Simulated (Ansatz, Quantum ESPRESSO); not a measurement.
# MgS (F-43m): zone-centre phonons, part 2 of 3

Aim: the zone-centre modes of MgS (F-43m).

Quantum ESPRESSO 7.5; DFT PBEsol, scalar-relativistic, plane waves, PseudoDojo norm-conserving pseudopotentials.

So far. Step 2 (A probe with smearing): A gap of 3.3 eV opens on this mesh, so the crystal is taken as an insulator; the start stands at -0.42 GPa. Step 4 (Self-consistent run for the response): The cell stands at -0.0060 GPa, close enough for phonons. The relaxed cell has a = 5.652 Å (conventional setting).

## 5. Linear response at Γ

At q = 0 one unit cell holds all displacements; symmetry groups them into irreducible representations that are solved one by one. The response to a field gives ε∞ and the Born charges, which polar modes need.

File ph.in:

```
phonons
&inputph
   prefix = 'x'
   outdir = './tmp'
   fildyn = 'g.dyn'
   tr2_ph = 1.0d-18
   epsil = .true.
/
0.000000000 0.000000000 0.000000000
```

Run with:

```
$ OMP_NUM_THREADS=1 mpirun -n 4 ph.x -nk 4 -in ph.in > ph.out
```

What it wrote:

```text
[banners, grids, parts of the stress and lines that vanish by symmetry left out]
[banner, memory and clock lines left out]
Program PHONON v.7.5

     ./tmp/x.save/

     IMPORTANT: XC functional enforced from input :
     Exchange-correlation= PBESOL
                           (   1   4  10   8   0   0   0)
     Any further DFT definition will be discarded
     Please, verify this is what you really want

     G-vector sticks info

     Reading collected, re-writing distributed wavefunctions in ./tmp/

     Number and degeneracy of irreps per q-point
       N         xq(1)         xq(2)         xq(3)   N irreps
       1   0.000000000   0.000000000   0.000000000       2
        3   3

     Calculation of q =    0.0000000   0.0000000   0.0000000

     phonons

     bravais-lattice index     =            2
     lattice parameter (alat)  =      10.6814  a.u.
     unit-cell volume          =     304.6683 (a.u.)^3
     number of atoms/cell      =            2
     number of atomic types    =            2
     kinetic-energy cut-off    =      84.0000  Ry
     charge density cut-off    =     336.0000  Ry
     convergence threshold     =      1.0E-18
     beta                      =       0.7000
     number of iterations used =            4
     Exchange-correlation= PBESOL
                           (   1   4  10   8   0   0   0)

     celldm(1)=   10.68142  celldm(2)=    0.00000  celldm(3)=    0.00000
     celldm(4)=    0.00000  celldm(5)=    0.00000  celldm(6)=    0.00000

     crystal axes: (cart. coord. in units of alat)
               a(1) = ( -0.5000  0.0000  0.5000 )
               a(2) = (  0.0000  0.5000  0.5000 )
               a(3) = ( -0.5000  0.5000  0.0000 )

     reciprocal axes: (cart. coord. in units 2 pi/alat)
               b(1) = ( -1.0000 -1.0000  1.0000 )
               b(2) = (  1.0000  1.0000  1.0000 )
               b(3) = ( -1.0000  1.0000 -1.0000 )

     Atoms inside the unit cell:

     Cartesian axes

     site n.  atom      mass           positions (alat units)
        1  Mg     24.3050   tau(    1) = (    0.00000    0.00000    0.00000  )
        2  S      32.0600   tau(    2) = (   -0.75000    0.75000    0.75000  )

     Computing dynamical matrix for
                    q = (   0.0000000   0.0000000   0.0000000 )

     25 Sym.Ops. (with q -> -q+G )

     G cutoff =  971.0414  (  31775 G-vectors)     FFT grid: ( 45, 45, 45)
     number of k points=    29
                       cart. coord. in units 2pi/alat
        k(    1) = (   0.0000000   0.0000000   0.0000000), wk =   0.0039062
        k(    2) = (  -0.1250000   0.1250000  -0.1250000), wk =   0.0312500
        k(    3) = (  -0.2500000   0.2500000  -0.2500000), wk =   0.0312500
        [... further k-points left out ...]

     PseudoPot. # 1 for Mg read from file:
     ./pseudo/Mg.upf
     Pseudo is Norm-conserving, Zval = 10.0
     Using radial grid of 1510 points,  4 beta functions with:
                l(1) =   0
                l(2) =   0
                l(3) =   1
                l(4) =   1

     PseudoPot. # 2 for S  read from file:
     ./pseudo/S.upf
     Pseudo is Norm-conserving + core correction, Zval =  6.0
     Using radial grid of 1146 points,  6 beta functions with:
                l(1) =   0
                l(2) =   0
                l(3) =   1
                l(4) =   1
                l(5) =   2
                l(6) =   2

     Mode symmetry, T_d (-43m)  point group:

     Electric field:
     Dielectric constant
     Born effective charges as d Force / d E

     Atomic displacements:
     There are    2 irreducible representations

     Representation     1      3 modes -  To be done

     Representation     2      3 modes -  To be done

     Alpha used in Ewald sum =   2.8000

     Electric Fields Calculation

      thresh= 1.000E-02 alpha_mix =  0.700 |ddv_scf|^2 =  8.492E-08

      thresh= 2.914E-05 alpha_mix =  0.700 |ddv_scf|^2 =  1.241E-08

      thresh= 1.114E-05 alpha_mix =  0.700 |ddv_scf|^2 =  2.028E-10

      thresh= 1.424E-06 alpha_mix =  0.700 |ddv_scf|^2 =  1.589E-12

      thresh= 1.261E-07 alpha_mix =  0.700 |ddv_scf|^2 =  3.994E-15

      thresh= 6.320E-09 alpha_mix =  0.700 |ddv_scf|^2 =  1.393E-16

      thresh= 1.180E-09 alpha_mix =  0.700 |ddv_scf|^2 =  6.661E-19

     End of electric fields calculation

          Dielectric constant in cartesian axis

          (       4.163082948       0.000000000      -0.000000000 )
          (       0.000000000       4.163082948      -0.000000000 )
          (       0.000000000       0.000000000       4.163082948 )

          Effective charges (d Force / dE) in cartesian axis without acoustic sum rule applied (asr)

           atom    1  Mg    Mean Z*:        1.89115
      Ex  (        1.89115       -0.00000        0.00000 )
      Ey  (       -0.00000        1.89115       -0.00000 )
      Ez  (        0.00000       -0.00000        1.89115 )
           atom    2  S     Mean Z*:       -1.89328
      Ex  (       -1.89328        0.00000        0.00000 )
      Ey  (        0.00000       -1.89328        0.00000 )
      Ez  (        0.00000        0.00000       -1.89328 )

          Effective charges Sum: Mean:       -0.00212
             -0.00212        0.00000        0.00000
              0.00000       -0.00212       -0.00000
              0.00000       -0.00000       -0.00212

          Effective charges (d Force / dE) in cartesian axis with asr applied:
           atom    1  Mg    Mean Z*:        1.89221
      E*x (        1.89221       -0.00000       -0.00000 )
      E*y (       -0.00000        1.89221       -0.00000 )
      E*z (       -0.00000       -0.00000        1.89221 )
           atom    2  S     Mean Z*:       -1.89221
      E*x (       -1.89221        0.00000        0.00000 )
      E*y (        0.00000       -1.89221        0.00000 )
      E*z (        0.00000        0.00000       -1.89221 )

     Representation #   1 modes #   1   2   3

     Self-consistent Calculation

      thresh= 1.000E-02 alpha_mix =  0.700 |ddv_scf|^2 =  1.231E-07

      thresh= 3.508E-05 alpha_mix =  0.700 |ddv_scf|^2 =  1.514E-08

      thresh= 1.231E-05 alpha_mix =  0.700 |ddv_scf|^2 =  1.333E-10

      thresh= 1.155E-06 alpha_mix =  0.700 |ddv_scf|^2 =  4.755E-13

      thresh= 6.896E-08 alpha_mix =  0.700 |ddv_scf|^2 =  6.267E-15

      thresh= 7.916E-09 alpha_mix =  0.700 |ddv_scf|^2 =  5.320E-17

      thresh= 7.294E-10 alpha_mix =  0.700 |ddv_scf|^2 =  3.204E-19

     End of self-consistent calculation

     Convergence has been achieved

     Representation #   2 modes #   4   5   6

     Self-consistent Calculation

      thresh= 1.000E-02 alpha_mix =  0.700 |ddv_scf|^2 =  1.263E-06

      thresh= 1.124E-04 alpha_mix =  0.700 |ddv_scf|^2 =  1.119E-08

      thresh= 1.058E-05 alpha_mix =  0.700 |ddv_scf|^2 =  1.388E-09

      thresh= 3.725E-06 alpha_mix =  0.700 |ddv_scf|^2 =  4.724E-11

      thresh= 6.873E-07 alpha_mix =  0.700 |ddv_scf|^2 =  1.005E-12

      thresh= 1.002E-07 alpha_mix =  0.700 |ddv_scf|^2 =  2.626E-15

      thresh= 5.124E-09 alpha_mix =  0.700 |ddv_scf|^2 =  1.473E-16

      thresh= 1.214E-09 alpha_mix =  0.700 |ddv_scf|^2 =  1.232E-18

      thresh= 1.110E-10 alpha_mix =  0.700 |ddv_scf|^2 =  6.206E-21

     End of self-consistent calculation

     Convergence has been achieved

     Number of q in the star =    1
     List of q in the star:
          1   0.000000000   0.000000000   0.000000000

          Dielectric constant in cartesian axis

          (       4.163082948       0.000000000      -0.000000000 )
          (       0.000000000       4.163082948      -0.000000000 )
          (       0.000000000       0.000000000       4.163082948 )

          Effective charges (d Force / dE) in cartesian axis without acoustic sum rule applied (asr)

           atom    1  Mg    Mean Z*:        1.89115
      Ex  (        1.89115       -0.00000        0.00000 )
      Ey  (       -0.00000        1.89115       -0.00000 )
      Ez  (        0.00000       -0.00000        1.89115 )
           atom    2  S     Mean Z*:       -1.89328
      Ex  (       -1.89328        0.00000        0.00000 )
      Ey  (        0.00000       -1.89328        0.00000 )
      Ez  (        0.00000        0.00000       -1.89328 )

          Effective charges Sum: Mean:       -0.00212
             -0.00212        0.00000        0.00000
              0.00000       -0.00212       -0.00000
              0.00000       -0.00000       -0.00212

          Effective charges (d Force / dE) in cartesian axis with asr applied:
           atom    1  Mg    Mean Z*:        1.89221
      E*x (        1.89221       -0.00000       -0.00000 )
      E*y (       -0.00000        1.89221       -0.00000 )
      E*z (       -0.00000       -0.00000        1.89221 )
           atom    2  S     Mean Z*:       -1.89221
      E*x (       -1.89221        0.00000        0.00000 )
      E*y (        0.00000       -1.89221        0.00000 )
      E*z (        0.00000        0.00000       -1.89221 )

     Diagonalizing the dynamical matrix

     q = (    0.000000000   0.000000000   0.000000000 )

 **************************************************************************
     freq (    1) =       0.634580 [THz] =      21.167304 [cm-1]
     freq (    2) =       0.634580 [THz] =      21.167304 [cm-1]
     freq (    3) =       0.634580 [THz] =      21.167304 [cm-1]
     freq (    4) =       9.992225 [THz] =     333.304754 [cm-1]
     freq (    5) =       9.992225 [THz] =     333.304754 [cm-1]
     freq (    6) =       9.992225 [THz] =     333.304754 [cm-1]
 **************************************************************************

     Mode symmetry, T_d (-43m)  point group:

     freq (   1-   3) =         21.2  [cm-1]   --> T_2  G_15 P_4   I+R
     freq (   4-   6) =        333.3  [cm-1]   --> T_2  G_15 P_4   I+R
```

Run time: 1.9 min. Hardware: 4 MPI ranks of Arm Neoverse V2, shared host.

This step gave:

| Item | Value |
| --- | --- |
| miss of the charge sum rule | 0.002130 e |
| largest acoustic frequency at the zone centre before the sum rule | 21.17 cm⁻¹ |
| highest optical zone-centre mode (no LO-TO term) | 333.3 cm⁻¹ |
| lowest optical zone-centre mode | 333.3 cm⁻¹ |
| mean high-frequency dielectric constant | 4.163 |
| largest Born charge in size (third of the trace) | 1.893 e |

Optical modes; normalised displacements of the dynamical-matrix file. The modes at Γ (shares of kinetic energy by element, %):

```tsv
mode	frequency (cm⁻¹)	symmetry	Mg %	S %
1	333.3	T2	57	43
2	333.3	T2	57	43
3	333.3	T2	57	43
```

Displacements in mode 2 (333.3 cm⁻¹), the largest set to 1:
```
Mg1  0.00  0.00 -1.00
S2   0.00  0.00  0.75
```

Born charge (rows field, columns displacement), before the sum rule (e), principal values of the symmetric part by kind of site:

```tsv
atom	atoms with these values	low	middle	high	mean
Mg1	1	1.89	1.89	1.89	1.89
S2	1	-1.89	-1.89	-1.89	-1.89
```

In full for S2:

```
-1.89  0.00  0.00
 0.00 -1.89  0.00
 0.00  0.00 -1.89
```

High-frequency dielectric tensor:

```
4.16 0.00 0.00
0.00 4.16 0.00
0.00 0.00 4.16
```

The acoustic modes at Γ come out as far as 21.2 cm⁻¹ from zero, where they should vanish, a sizeable error of basis and grid or of the response kernel of this functional; the Born charges miss their sum rule by 0.0021 e, which is good.

## 6. Zone-centre analysis

A rigid shift of the crystal must cost nothing, but grids and finite bases break this; the acoustic sum rule is imposed before the matrix is diagonalised again. With Born charges the intensities follow, and the static dielectric tensor.

File dynmat.in:

```
&input
   fildyn = 'g.dyn'
   asr = 'simple'
   lperm = .true.
/
```

Run with:

```
$ dynmat.x -in dynmat.in > dynmat.out
```

What it wrote:

```text
[banner, memory and clock lines left out]
Program DYNMAT v.7.5

     Reading Dynamical Matrix from file g.dyn
     ...Force constants read
     ...epsilon and Z* read
     A direction for q was not specified:TO-LO splitting will be absent

     Polarizability (A^3 units)
     multiply by 0.486769 for Clausius-Mossotti correction
        11.364005    0.000000    0.000000
         0.000000   11.364005    0.000000
        -0.000000   -0.000000   11.364005

     IR activities are in (D/A)^2/amu units

# mode   [cm-1]    [THz]      IR
    1     -0.00   -0.0000    0.0000
    2     -0.00   -0.0000    0.0000
    3     -0.00   -0.0000    0.0000
    4    332.41    9.9653    5.9753
    5    332.41    9.9653    5.9753
    6    332.41    9.9653    5.9753

Electronic dielectric permittivity tensor (relative, adimensional)
         4.163083    0.000000    0.000000
         0.000000    4.163083    0.000000
        -0.000000   -0.000000    4.163083

 ... with zone-center polar mode contributions
         6.717779    0.000000    0.000000
         0.000000    6.717779    0.000000
         0.000000    0.000000    6.717779
```

Run time: 0.47 s. Hardware: 1 thread.

This step gave:

| Property | Result |
| --- | --- |
| highest optical zone-centre mode (no LO-TO term) | 332.4 cm⁻¹ |
| lowest optical zone-centre mode | 332.4 cm⁻¹ |
| mean static dielectric constant | 6.718 |

Zone-centre frequencies as printed; negative means imaginary. Modes:

```tsv
mode	frequency (cm⁻¹)
1	0
2	0
3	0
4	332.4
5	332.4
6	332.4
```

Degenerate modes summed, no LO-TO term. Lines of the infrared spectrum (strongest = 100):

```tsv
position (cm⁻¹)	lines merged	label	IR intensity, relative
332	3	T2	100
```

Static dielectric tensor (ions relaxed, fixed cell):

```
6.72 0.00 0.00
0.00 6.72 0.00
0.00 0.00 6.72
```

The rule also moves an optical mode by 0.9 cm⁻¹.

## 7. Sum rules set otherwise: a sum rule for molecules or wires on a crystal

This rule also removes rotations, which suits molecules and not a crystal; it is tried to see the harm.

File dynmat.in:

```
&input
   fildyn = 'g.dyn'
   asr = 'zero-dim'
   lperm = .true.
/
```

Run with:

```
$ dynmat.x -in dynmat.in > dynmat.out
```

What it wrote:

```text
[banner, memory and clock lines left out]
Program DYNMAT v.7.5

     Reading Dynamical Matrix from file g.dyn
     ...Force constants read
     ...epsilon and Z* read
     Acoustic Sum Rule: || Z*(ASR) - Z*(orig)|| =    3.784430E+00
     Acoustic Sum Rule: ||dyn(ASR) - dyn(orig)||=    3.283801E-01
     A direction for q was not specified:TO-LO splitting will be absent

     Polarizability (A^3 units)
     multiply by 0.486769 for Clausius-Mossotti correction
        11.364005    0.000000    0.000000
         0.000000   11.364005    0.000000
        -0.000000   -0.000000   11.364005

     IR activities are in (D/A)^2/amu units

# mode   [cm-1]    [THz]      IR
    1     -0.00   -0.0000    0.0000
    2     -0.00   -0.0000    0.0000
    3     -0.00   -0.0000    0.0000
    4      0.00    0.0000    0.0000
    5      0.00    0.0000    0.0000
    6    333.10    9.9860    5.9753

Electronic dielectric permittivity tensor (relative, adimensional)
         4.163083    0.000000    0.000000
         0.000000    4.163083    0.000000
        -0.000000   -0.000000    4.163083

 ... with zone-center polar mode contributions
         5.011124   -0.848041   -0.848041
        -0.848041    5.011124    0.848041
        -0.848041    0.848041    5.011124
```

It took 0.47 s on 1 thread.

The run ended normally, but on settings that are not sound.

The fault: a sum rule for molecules or wires on a crystal; 2 optical modes are projected out to zero frequency, as if they were rotations, and the static dielectric tensor is spoilt.

For a crystal the rule has to be 'simple' or 'crystal'.

Zone-centre frequencies as printed; negative means imaginary. Modes:

```tsv
mode	frequency (cm⁻¹)
1	0
2	0
3	0
4	0
5	0
6	333.1
```

## 8. Sum rules set otherwise (asr no)

Without the rule the raw error of the acoustic modes shows.

File dynmat.in:

```
&input
   fildyn = 'g.dyn'
   asr = 'no'
   lperm = .true.
/
```

Run with:

```
$ dynmat.x -in dynmat.in > dynmat.out
```

What it wrote:

```text
[banner, memory and clock lines left out]
Program DYNMAT v.7.5

     Reading Dynamical Matrix from file g.dyn
     ...Force constants read
     ...epsilon and Z* read
     A direction for q was not specified:TO-LO splitting will be absent

     Polarizability (A^3 units)
     multiply by 0.486769 for Clausius-Mossotti correction
        11.364005    0.000000    0.000000
         0.000000   11.364005    0.000000
        -0.000000   -0.000000   11.364005

     IR activities are in (D/A)^2/amu units

# mode   [cm-1]    [THz]      IR
    1     21.17    0.6346    0.0002
    2     21.17    0.6346    0.0002
    3     21.17    0.6346    0.0002
    4    333.30    9.9922    5.9742
    5    333.30    9.9922    5.9742
    6    333.30    9.9922    5.9742

Electronic dielectric permittivity tensor (relative, adimensional)
         4.163083    0.000000    0.000000
         0.000000    4.163083    0.000000
        -0.000000   -0.000000    4.163083

 ... with zone-center polar mode contributions
         6.720903    0.000000    0.000000
         0.000000    6.720903   -0.000000
         0.000000   -0.000000    6.720903
```

Elapsed: 0.47 s, on 1 thread.

This step gave:

- highest optical zone-centre mode (no LO-TO term): 333.3 cm⁻¹
- lowest optical zone-centre mode: 333.3 cm⁻¹
- mean static dielectric constant: 6.721

Zone-centre frequencies as printed; negative means imaginary. Modes:

```tsv
mode	frequency (cm⁻¹)
1	21.17
2	21.17
3	21.17
4	333.3
5	333.3
6	333.3
```

Against the first rule no mode moves by more than 21.2 cm⁻¹.

## 9. The LO-TO splitting (1 0 0)

A longitudinal polar mode sets up a macroscopic field that stiffens it; the term hangs on the direction from which q goes to zero.

File dynmat.in:

```
&input
   fildyn = 'g.dyn'
   asr = 'simple'
   q(1) = 1.0
   q(2) = 0.0
   q(3) = 0.0
/
```

Run with:

```
$ dynmat.x -in dynmat.in > dynmat.out
```

What it wrote:

```text
[banner, memory and clock lines left out]
Program DYNMAT v.7.5

     Reading Dynamical Matrix from file g.dyn
     ...Force constants read
     ...epsilon and Z* read

     Polarizability (A^3 units)
     multiply by 0.486769 for Clausius-Mossotti correction
        11.364005    0.000000    0.000000
         0.000000   11.364005    0.000000
        -0.000000   -0.000000   11.364005

     IR activities are in (D/A)^2/amu units

# mode   [cm-1]    [THz]      IR
    1     -0.00   -0.0000    0.0000
    2     -0.00   -0.0000    0.0000
    3      0.00    0.0000    0.0000
    4    332.41    9.9653    5.9753
    5    332.41    9.9653    5.9753
    6    422.26   12.6589    5.9753
```

The job ended after 0.47 s (1 thread).

This step gave:

- highest mode moved by the LO-TO term: 422.3 cm⁻¹

Zone-centre frequencies as printed; negative means imaginary. Modes:

```tsv
mode	frequency (cm⁻¹)
1	0
2	0
3	0
4	332.4
5	332.4
6	422.3
```

The field moves one mode, from 332 to 422 cm⁻¹; the others stay.

(Continued in part 3 of 3.)

[Host names and launcher messages were left out of these logs when they were recorded.]

[Logs are printed without paths, hosts, clocks, repeated set-up lines and the standing remarks that a program may print on its own settings, such as how far it seeks lower states.]

[Hosts, paths, dates, database ids (printed as entryN), source tags and the programs' standing remarks are cut or masked in the printed files.]
